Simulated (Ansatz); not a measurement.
# CrCl3 monolayer: which texture of moments is lowest

Wanted: the lowest arrangement of moments that fits this cell of a CrCl3 monolayer.

Method: PBE with U = 4.55 eV on Cr d, PAW set soft_2, in Ansatz 0.2.0.

Report form: the programs' logs are mostly left out.

### Step 1. Starting point

The cell holds 16 atoms: 4 Cr and 12 Cl. Its edges and angles: a = 11.992 Å, b = 6.000 Å, c = 17.681 Å, α = 90.0°, β = 90.0°, γ = 60.0°. It derives from CrCl3. One layer cut from the bulk crystal, 15 Å of vacuum. Vacuum lies along c.

The parent crystal comes from the Materials Project, a database of computed structures, and the real compound may take another structure.

### Step 2. The collinear state

A collinear run comes first: it shows whether moments survive, and how large they are.

input.yaml

```yaml
crystal:
  lattice:
    - [11.992148, 0.0, 0.0]
    - [3.002172, 5.195017, 0.0]
    - [0.0, 0.0, 17.680622]
  atoms:
    - { symbol: Cr, position: [0.166029, 0.149104, 0.500001], spin: 3.0 }
    - { symbol: Cr, position: [0.666029, 0.149104, 0.500001], spin: 3.0 }
    - { symbol: Cl, position: [0.3214665, 0.171642, 0.575478] }
    - { symbol: Cl, position: [0.8214665, 0.171642, 0.575478] }
    - { symbol: Cl, position: [0.8214985, 0.815668, 0.424562] }
    - { symbol: Cl, position: [0.3214985, 0.815668, 0.424562] }
    - { symbol: Cl, position: [0.9993035, 0.458924, 0.575807] }
    - { symbol: Cl, position: [0.4993035, 0.458924, 0.575807] }
    - { symbol: Cl, position: [0.9993275, 0.172675, 0.424193] }
    - { symbol: Cl, position: [0.4993275, 0.172675, 0.424193] }
    - { symbol: Cl, position: [0.6771325, 0.815931, 0.575438] }
    - { symbol: Cl, position: [0.1771325, 0.815931, 0.575438] }
    - { symbol: Cl, position: [0.1771645, 0.459957, 0.424522] }
    - { symbol: Cl, position: [0.6771645, 0.459957, 0.424522] }
    - { symbol: Cr, position: [0.8326025, 0.482494, 0.499999], spin: 3.0 }
    - { symbol: Cr, position: [0.3326025, 0.482494, 0.499999], spin: 3.0 }
magnetization:
  spin_polarized: true
kpoints:
  mp_grid: { grid: [2, 4, 1] }
hamiltonian:
  xc: pbe
  hubbard: { sites: [{ species: Cr, l: d, u_eff: 4.55 }] }
scf:
  occupations: { method: fermi_dirac, width: 0.02 }
  max_iter: 120
  convergence: { dr2_threshold: 1.0e-08 }
```

Run with:

```
ansatz run input.yaml --threads 4 --pin off --max-ram 16384MiB --backend cpu --events-out ev --progress --plain --runs-dir out
```

It took 43 s on 4 threads of Arm Neoverse V1, shared host; peak memory 3 GiB; 2.7 min of CPU time.

Spin moment in the atom's sphere by atom:

```csv
atom,spin moment in the atom's sphere (μB)
Cr1,2.87
Cr2,2.87
Cl3,-0.08
Cl4,-0.08
Cl5,-0.08
Cl6,-0.08
Cl7,-0.08
Cl8,-0.08
Cl9,-0.08
Cl10,-0.08
Cl11,-0.08
Cl12,-0.08
Cl13,-0.08
Cl14,-0.08
Cr15,2.87
Cr16,2.87
```

Tables count atoms from 1; parts of the log count from 0.

The run ends ferromagnetic, with a net moment of 12 μB a cell. Only this order was typed.

Signs and angles in the names of the patterns follow the order of the magnetic atoms in the input, which need not be their order in space.

In the spinor runs that follow the search for lower states is off.

### Step 3. Start: ferro

The parallel pattern comes first.

Edit input.yaml of step 2 so:

```diff
@@ -6,4 +6,4 @@
   atoms:
-    - { symbol: Cr, position: [0.166029, 0.149104, 0.500001], spin: 3.0 }
-    - { symbol: Cr, position: [0.666029, 0.149104, 0.500001], spin: 3.0 }
+    - { symbol: Cr, position: [0.166029, 0.149104, 0.500001], spin: 2.87, spin_axis: [0.0, 0.0, 1.0] }
+    - { symbol: Cr, position: [0.666029, 0.149104, 0.500001], spin: 2.87, spin_axis: [0.0, 0.0, 1.0] }
     - { symbol: Cl, position: [0.3214665, 0.171642, 0.575478] }
@@ -20,6 +20,4 @@
     - { symbol: Cl, position: [0.6771645, 0.459957, 0.424522] }
-    - { symbol: Cr, position: [0.8326025, 0.482494, 0.499999], spin: 3.0 }
-    - { symbol: Cr, position: [0.3326025, 0.482494, 0.499999], spin: 3.0 }
-magnetization:
-  spin_polarized: true
+    - { symbol: Cr, position: [0.8326025, 0.482494, 0.499999], spin: 2.87, spin_axis: [0.0, 0.0, 1.0] }
+    - { symbol: Cr, position: [0.3326025, 0.482494, 0.499999], spin: 2.87, spin_axis: [0.0, 0.0, 1.0] }
 kpoints:
@@ -29,2 +27,3 @@
   hubbard: { sites: [{ species: Cr, l: d, u_eff: 4.55 }] }
+  noncollinear_xc: spin_density_matrix_gradient
 scf:
@@ -33 +32,9 @@
   convergence: { dr2_threshold: 1.0e-08 }
+  lower_state_search: "off"
+basis:
+  ecutwfc: 420.0
+magnetization:
+  noncollinear: true
+  spin_orbit: true
+output:
+  hubbard: { sites: [{ species: Cr, l: d }] }
```

The job ended after 6.3 min (4 threads; peak memory 12 GiB).

It ends ferromagnetic; the largest site carries 2.86 μB.

Spin moment in the atom's sphere by atom:

```csv
atom,x (μB),y (μB),z (μB),size
Cr1,0.00,0.00,2.86,2.86
Cr2,0.00,0.00,2.86,2.86
Cl3,0.00,0.00,-0.08,0.08
Cl4,0.00,0.00,-0.08,0.08
Cl5,0.00,0.00,-0.08,0.08
Cl6,0.00,0.00,-0.08,0.08
Cl7,0.00,0.00,-0.08,0.08
Cl8,0.00,0.00,-0.08,0.08
Cl9,0.00,0.00,-0.08,0.08
Cl10,0.00,0.00,-0.08,0.08
Cl11,0.00,0.00,-0.08,0.08
Cl12,0.00,0.00,-0.08,0.08
Cl13,0.00,0.00,-0.08,0.08
Cl14,0.00,0.00,-0.08,0.08
Cr15,0.00,0.00,2.86,2.86
Cr16,0.00,0.00,2.86,2.86
```

### Step 4. Start: random 1

Random directions favour no pattern, so the moments can find one that was not thought of.

input.yaml, the sections that differ from step 3:

```yaml
crystal:
  lattice:
    - [11.992148, 0.0, 0.0]
    - [3.002172, 5.195017, 0.0]
    - [0.0, 0.0, 17.680622]
  atoms:
    - { symbol: Cr, position: [0.166029, 0.149104, 0.500001], spin: 2.87, spin_axis: [-0.857439, -0.303675, -0.415428] }
    - { symbol: Cr, position: [0.666029, 0.149104, 0.500001], spin: 2.87, spin_axis: [-0.614308, 0.684055, 0.393312] }
    - { symbol: Cl, position: [0.3214665, 0.171642, 0.575478] }
    - { symbol: Cl, position: [0.8214665, 0.171642, 0.575478] }
    - { symbol: Cl, position: [0.8214985, 0.815668, 0.424562] }
    - { symbol: Cl, position: [0.3214985, 0.815668, 0.424562] }
    - { symbol: Cl, position: [0.9993035, 0.458924, 0.575807] }
    - { symbol: Cl, position: [0.4993035, 0.458924, 0.575807] }
    - { symbol: Cl, position: [0.9993275, 0.172675, 0.424193] }
    - { symbol: Cl, position: [0.4993275, 0.172675, 0.424193] }
    - { symbol: Cl, position: [0.6771325, 0.815931, 0.575438] }
    - { symbol: Cl, position: [0.1771325, 0.815931, 0.575438] }
    - { symbol: Cl, position: [0.1771645, 0.459957, 0.424522] }
    - { symbol: Cl, position: [0.6771645, 0.459957, 0.424522] }
    - { symbol: Cr, position: [0.8326025, 0.482494, 0.499999], spin: 2.87, spin_axis: [-0.853321, 0.521335, -0.007247] }
    - { symbol: Cr, position: [0.3326025, 0.482494, 0.499999], spin: 2.87, spin_axis: [0.805594, -0.531954, 0.260849] }
output:
  hubbard: { sites: [{ species: Cr, l: d }] }
  write_density: true
  write_potential: true
  elf: true
  volumetric_format: npy
# kpoints, hamiltonian, scf, basis, magnetization: as in step 3
```

It took 30 min on 4 threads; peak memory 14 GiB.

The run was cut off at the time left to it in the session, and no result is taken from it.

### Step 5. Start: 90 degrees in a plane

input.yaml, the sections that differ from step 4:

```yaml
crystal:
  lattice:
    - [11.992148, 0.0, 0.0]
    - [3.002172, 5.195017, 0.0]
    - [0.0, 0.0, 17.680622]
  atoms:
    - { symbol: Cr, position: [0.166029, 0.149104, 0.500001], spin: 2.87, spin_axis: [1.0, 0.0, 0.0] }
    - { symbol: Cr, position: [0.666029, 0.149104, 0.500001], spin: 2.87, spin_axis: [0.0, 1.0, 0.0] }
    - { symbol: Cl, position: [0.3214665, 0.171642, 0.575478] }
    - { symbol: Cl, position: [0.8214665, 0.171642, 0.575478] }
    - { symbol: Cl, position: [0.8214985, 0.815668, 0.424562] }
    - { symbol: Cl, position: [0.3214985, 0.815668, 0.424562] }
    - { symbol: Cl, position: [0.9993035, 0.458924, 0.575807] }
    - { symbol: Cl, position: [0.4993035, 0.458924, 0.575807] }
    - { symbol: Cl, position: [0.9993275, 0.172675, 0.424193] }
    - { symbol: Cl, position: [0.4993275, 0.172675, 0.424193] }
    - { symbol: Cl, position: [0.6771325, 0.815931, 0.575438] }
    - { symbol: Cl, position: [0.1771325, 0.815931, 0.575438] }
    - { symbol: Cl, position: [0.1771645, 0.459957, 0.424522] }
    - { symbol: Cl, position: [0.6771645, 0.459957, 0.424522] }
    - { symbol: Cr, position: [0.8326025, 0.482494, 0.499999], spin: 2.87, spin_axis: [-1.0, 0.0, 0.0] }
    - { symbol: Cr, position: [0.3326025, 0.482494, 0.499999], spin: 2.87, spin_axis: [0.0, -1.0, 0.0] }
output:
  hubbard: { sites: [{ species: Cr, l: d }] }
# kpoints, hamiltonian, scf, basis, magnetization: as in step 4
```

The job ended after 30 min (4 threads; peak memory 14 GiB).

The run was cut off at the time left to it in the session, and no result is taken from it.

### Step 6. Side runs that gave no result

| changed | outcome |
| --- | --- |
| magnetization | cut off at the time limit |

[Logs and program files are shortened in this print: banners, set-up blocks, solver, clock and traceback lines can be left out without a mark of their own.]

[Logs are printed without paths, hosts, clocks, repeated set-up lines and the standing remarks that a program may print on its own settings, such as how far it seeks lower states.]

[Hosts, paths, dates, database ids (printed as entryN), source tags and the programs' standing remarks are cut or masked in the printed files.]
